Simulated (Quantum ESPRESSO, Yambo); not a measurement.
# A GW chain in Yambo: BiOBr (P4/nmm), part 3 of 3

How does a plane-wave GW calculation on BiOBr (P4/nmm) run from the first input to the gap?

Quantum ESPRESSO 7.5 and Yambo 5.3.0; PBEsol and many-body steps on it, plane waves. Known limits of the many-body steps: not at the basis limit; no spin-orbit coupling; coarse k mesh.

So far. Step 3 (Bands along the symmetry lines): The gap is 2.098 eV, −0.054 eV from the run before at this level. Step 4 (Empty states on the mesh, 4×4×2 mesh, 143 bands): On this mesh the gap is 2.213 eV. The earlier step found 2.152 eV, so this mesh misses an edge.

The database entry behind the starting cell differs from later determinations by our own check (0.1 to 0.3 % short, probably kX units), so it need not match the best structure at ambient conditions.

**6. Screening and self-energy, 4×4×2 mesh, 143 bands, screening to 95.2 eV**

G0W0 replaces the xc potential by the self-energy, built once from these orbitals. Only a window of levels is corrected, while the sums run over the empty bands that the input names.

This step: G0W0 on PBEsol, plane waves, norm-conserving pseudopotentials.

gw1.in reads:

```
HF_and_locXC
gw0
dyson
ppa
em1d
rim_cut
RandQpts= 1000000
RandGvec= 1 RL
EXXRLvcs= 76 Ry
VXCRLvcs= 304 Ry
Chimod= "HARTREE"
% BndsRnXp
 1 | 143 |
%
NGsBlkXp= 7 Ry
% LongDrXp
 1 | 1 | 1 |
%
% GbndRnge
 1 | 143 |
%
DysSolver= "n"
ExtendOut
PPAPntXp= 27.21138 eV
% QPkrange
 6 | 6 | 45 | 48 |
 2 | 2 | 45 | 48 |
 1 | 1 | 45 | 48 |
%
```

Started as:

```
$ OMP_NUM_THREADS=2 mpirun -n 4 yambo -F gw1.in -J gw1 -C gw1 > gw1.log
```

Log:

```text
 Yambo, version 5.3.0

 [02] CORE Variables Setup
 =========================

  [... cell, symmetries and grids as in the set-up ...]

  [02.05] Energies & Occupations
  ==============================

  [X] === General ===
  [X] Electronic Temperature                        :  0.000000  0.000000 [eV K]
  [X] Bosonic    Temperature                        :  0.000000  0.000000 [eV K]
  [X] Finite Temperature mode                       : no
  [X] El. density                                   :  0.74277E+24 [cm-3]
  [X] Fermi Level                                   :  9.548669 [eV]

  [X] === Gaps and Widths ===
  [X] Conduction Band Min                           :  2.213286 [eV]
  [X] Valence Band Max                              :  0.000000 [eV]
  [X] Filled Bands                                  :   46
  [X] Empty Bands                                   :   47  143
  [X] Direct Gap                                    :  2.277539 [eV]
  [X] Direct Gap localized at k                     :  2
  [X] Indirect Gap                                  :  2.213286 [eV]
  [X] Indirect Gap between kpts                     :   6   2
  [X] Last valence band width                       :  0.931970 [eV]
  [X] 1st conduction band width                     :  2.180031 [eV]

 [03] Transferred momenta grid and indexing
 ==========================================

 IBZ Q-points                                      :  12
 BZ  Q-points                                      :   32

 K/Q-points units:
 rlu = crystal or reduced units; cc = cartesian coordinates; iku = interal k-units

 Q [ 1]         [rlu]:  0.000000  0.000000  0.000000
 Q [ 2]         [rlu]:  0.000000  0.000000 -0.500000
 Q [ 3]         [rlu]:  0.000000  0.250000  0.000000
 Q [ 4]         [rlu]:  0.000000  0.250000 -0.500000
 Q [ 5]         [rlu]:  0.000000 -0.500000  0.000000
 Q [ 6]         [rlu]:  0.000000 -0.500000 -0.500000
 Q [ 7]         [rlu]:  0.250000  0.250000  0.000000
 Q [ 8]         [rlu]:  0.250000  0.250000 -0.500000
 Q [ 9]         [rlu]:  0.250000 -0.500000  0.000000
 Q [10]         [rlu]:  0.250000 -0.500000 -0.500000
 Q [11]         [rlu]: -0.500000 -0.500000  0.000000
 Q [12]         [rlu]: -0.500000 -0.500000 -0.500000

 [04] Coloumb potential Random Integration (RIM)
 ===============================================

  [04.01] RIM initialization
  ==========================

  * Diagonal components only detected *

  8 x (sBL volume)        :  0.074190 [a.u.]
  sBZ random points       :  1000000
  Points outside the sBZ  :   7992674
  RL volume               :  0.296761 [a.u.]
  Integrated volume       :  0.297034 [a.u.]

  [04.02] RIM integrals
  =====================

  Gamma point sphere radius             :  0.076220 [a.u.]
  Points outside the sphere             :   799854
  [Int_sBZ(q=0) 1/q^2]*(Vol_sBZ)^(-1/3) =:  7.677820
                                 should be <:  7.795600

  Summary of Coulomb integrals for non-metallic bands |Q|[au] RIM/Bare

  Q [1] 0.100000E-4 0.984892 * Q [2] 0.205826 1.039738
  Q [3] 0.212265 1.055944 * Q [4] 0.295670 1.048372
  Q [7] 0.300188 1.052397 * Q [8] 0.363974 1.035934
  Q [5] 0.424530 1.021008 * Q [6] 0.471795 1.018539
  Q [9] 0.474639 1.018885 * Q [10] 0.517346 1.016385
  Q [11] 0.600376 1.012713 * Q [12] 0.634678 1.011433

 [05] Dipoles
 ============

  [05.01] Setup: observables and procedures
  =========================================

  [WARNING] [x,Vnl] slows the Dipoles computation. To neglect it rename the ns.kb_pp file

 [06] Dynamic Dielectric Matrix (PPA)
 ====================================

 [WR./gw1//ndb.pp]---------------------------------------------------------------
  Brillouin Zone Q/K grids (IBZ/BZ)                :   12   32   12   32
  RL vectors                                       :  11473 [WF]
  Coulomb cutoff potential                         : none
  Electronic Temperature                           :  0.000000 [K]
  Bosonic    Temperature                           :  0.000000 [K]
  PPA    diel. fun.  energies                      : Perdew, Burke & Ernzerhof SOL(X)+Perdew, Burke & Ernzerhof SOL(C)
  wavefunctions                                    : Perdew, Burke & Ernzerhof SOL(X)+Perdew, Burke & Ernzerhof SOL(C)
  Global Gauge                                     : length
  X matrix size                                    :  257
  X band range                                     :    1  143
  X e/h energy range                               : -1.000000 -1.000000 [eV]
  X Time ordering                                  : R
  X Hxc Kernel                                     : HARTREE
  X Drude frequency                                :  0.000000  0.000000
  X poles                                          :  100.0000 [o/o]
  RL vectors in the sum                            :  11473
  [r,Vnl] included                                 : yes
  Field direction                                  :  0.577350E-5  0.577350E-5  0.577350E-5
  BZ energy Double Grid                            : no
  BZ energy DbGd points                            : 0
  BZ Q point size factor                           : -1.000000
  X Optical Averaged directions                    : none

 [07] Local Exchange-Correlation + Non-Local Fock
 ================================================

 [VXC] Plane waves :   74789
 [EXS] Plane waves :   9415

 QP @ state[ 1 ] K range:  1  2
 QP @ state[ 1 ] b range:   45   48
 QP @ state[ 2 ] K range:   6   6
 QP @ state[ 2 ] b range:   45   48

 [xc] Functional : Perdew, Burke & Ernzerhof SOL(X)+Perdew, Burke & Ernzerhof SOL(C)
 [xc] LIBXC used to calculate xc functional
  PP Number of Atomic Species                      :  3
  NLCC RL compoments                               :   74789
  PP Number of Atomic Species                      :  3
  NLCC RL compoments                               :   74789

 [xc] E_xc :  -65.23783 [Ha]
      E_xc :  -130.4757 [Ry]

  Local XC kind (lXC) : Perdew, Burke & Ernzerhof SOL(X)+Perdew, Burke & Ernzerhof SOL(C)
  Non-Local XC kind (nlXC) : Hartree-Fock

  Corrections @ K [1] :  [eV]
 <45|nlXC|45> = -19.41838  0.13278E-17 <45|lXC|45> = -14.96042  0.000000
 <46|nlXC|46> = -18.25966 -0.50914E-17 <46|lXC|46> = -14.40967 -0.18882E-15
 <47|nlXC|47> = -9.089808 -0.39673E-19 <47|lXC|47> = -12.99827  0.18882E-15
 <48|nlXC|48> = -9.764915  0.26148E-17 <48|lXC|48> = -13.30748  0.000000

  Corrections @ K [2] :  [eV]
 <45|nlXC|45> = -19.83785 -0.18040E-18 <45|lXC|45> = -15.22928  0.14161E-15
 <46|nlXC|46> = -19.49326  0.73692E-17 <46|lXC|46> = -15.25316  0.000000
 <47|nlXC|47> = -8.527332 -0.19364E-17 <47|lXC|47> = -12.24911 -0.94408E-16
 <48|nlXC|48> = -8.273639 -0.36280E-19 <48|lXC|48> = -12.29146  0.000000

  Corrections @ K [6] :  [eV]
 <45|nlXC|45> = -20.42301 -0.58606E-17 <45|lXC|45> = -16.53727 -0.47204E-16
 <46|nlXC|46> = -20.42300  0.15974E-16 <46|lXC|46> = -16.53727  0.23602E-16
 <47|nlXC|47> = -9.823624  0.31918E-17 <47|lXC|47> = -13.74168 -0.94408E-16
 <48|nlXC|48> = -9.823629 -0.79800E-18 <48|lXC|48> = -13.74168 -0.47204E-16

 [08] Dyson equation: Newton solver
 ==================================

  [08.01] G0W0 (W PPA)
  ====================

  [  GW  ] Bands range     :    1  143
  [GW/PPA] G damping       :  0.100000 [eV]

  QP @ state[ 1 ] K range:  1  2
  QP @ state[ 1 ] b range:   45   48
  QP @ state[ 2 ] K range:   6   6
  QP @ state[ 2 ] b range:   45   48

   Sc/G bands                                       :    1  143
   Sc/G damping                                     :  0.100000 ev
   Sc bands terminator                              : no
   Sx RL components                                 :   9415

   QP @ state[ 1 ] K range                          :  1  2
   QP @ state[ 1 ] b range                          :   45   48
   QP @ state[ 2 ] K range                          :   6   6
   QP @ state[ 2 ] b range                          :   45   48
   GF energies kind                                 : Perdew, Burke & Ernzerhof SOL(X)+Perdew, Burke & Ernzerhof SOL(C)
   GF WF`s kind                                     : Perdew, Burke & Ernzerhof SOL(X)+Perdew, Burke & Ernzerhof SOL(C)
   Xs energies kind                                 : Perdew, Burke & Ernzerhof SOL(X)+Perdew, Burke & Ernzerhof SOL(C)
   Xs WF`s kind                                     : Perdew, Burke & Ernzerhof SOL(X)+Perdew, Burke & Ernzerhof SOL(C)

 [11] Game Over & Game summary
```

Elapsed: 3.1 min, on 4 MPI ranks of Arm Neoverse V1, shared host; peak memory 4.3 GiB; 21 min of CPU time.

Numbers from this step:

- G0W0 gap on the points computed: 3.619 eV
- starting gap on the mesh: 2.213 eV
- k of the valence top: 0, -0.5, -0.5
- k of the conduction bottom: 0, 0, -0.5
- least direct G0W0 gap on the computed points: 4.180 eV
- Z at the valence top: 0.8002
- Z at the conduction bottom: 0.8316

The gap on the mesh goes from 2.21 eV to 3.62 eV, a correction of +1.41 eV. The start differs from the 2.15 eV found before because the two sample other k points.

Limits: finite bands, cutoff and mesh; no spin-orbit coupling; coarse k mesh. v1 is the top filled band, c1 the lowest empty one. The levels before and after the correction (eV, zero at the valence-band top of each column):

```csv
,conduction bottom,valence top
Kohn-Sham,2.21,0.00
G0W0,3.62,0.00
```

```csv
,level,energy (eV)
Kohn-Sham,(0 0 -0.5) v2,-0.379
Kohn-Sham,(0 0 -0.5) v1,-0.064
Kohn-Sham,(0 0 -0.5) c1,2.213
Kohn-Sham,(0 0 -0.5) c2,2.546
Kohn-Sham,(0 -0.5 -0.5) v2-v1,0.000
Kohn-Sham,(0 -0.5 -0.5) c1-c2,4.214
G0W0,(0 0 -0.5) v2,-0.900
G0W0,(0 0 -0.5) v1,-0.561
G0W0,(0 0 -0.5) c1,3.619
G0W0,(0 0 -0.5) c2,4.066
G0W0,(0 -0.5 -0.5) v2-v1,0.000
G0W0,(0 -0.5 -0.5) c1-c2,5.758
```

**7. Where the time went**

Times are wall times on the hardware named with each run, good to a factor of about two.

```csv
step,time,share,memory (GiB)
ground state,48 s,17 %,1.2
bands along the symmetry lines,25 s,8 %,0.91
empty states on the mesh,28 s,9 %,0.9
conversion and set-up,3.5 s,1 %,0.25
screening and self-energy,3.1 min,64 %,4.3
```

**8. What came out**

* PBEsol gap: 2.10 eV, indirect
* G0W0 gap on the mesh: 3.62 eV
* G0W0 gap over the zone (rigid shift): 3.50 eV
* GW settings: 4×4×2 mesh, 143 bands, screening to 95.2 eV, Godby-Needs plasmon pole
* known limits: not at the basis limit; no spin-orbit coupling; coarse k mesh

What this shows: G0W0 moves the gap on the mesh from 2.21 eV to 3.62 eV (+1.41 eV), with Z of 0.80 and 0.83 at the edges. The mesh misses the band edges by 0.12 eV in all; a rigid shift gives 3.50 eV for the zone. Only 3 of the mesh's irreducible points were corrected, so a valley elsewhere could overtake. The dearest step here is «screening and self-energy». Bands and cutoff are finite, so the gap is not at the basis limit. The miss can reach some tenths of an eV and take either sign; the mesh is an error of its own. In the G0W0 run levels were corrected at 3 k points alone, so a gap called «on the mesh» is the least over those, and an edge elsewhere would be missed. A denser mesh or path gives a starting gap of 2.10 eV: the GW mesh misses a band edge, so its gaps are not the fundamental one. The 4×4×2 mesh is coarse for this cell, which bears on the long-range parts of exchange and screening. Where an edge is built on 6p states of lead, bismuth or thallium, scalar-relativistic gaps usually stand too wide, by a few tenths to over one eV. The many-body steps are scalar-relativistic: spin-orbit coupling is not in them.

[Paths, hosts, dates, memory and timing lines, banners, echoed tables and standing remarks are left out of the program output.]

[Logs are printed without paths, hosts, clocks, repeated set-up lines and the standing remarks that a program may print on its own settings, such as how far it seeks lower states.]

[Runs of the session that timed out or met a known fault of the program may be left out.]

[Hosts, paths, dates, database ids (printed as entryN), source tags and the programs' standing remarks are cut or masked in the printed files.]
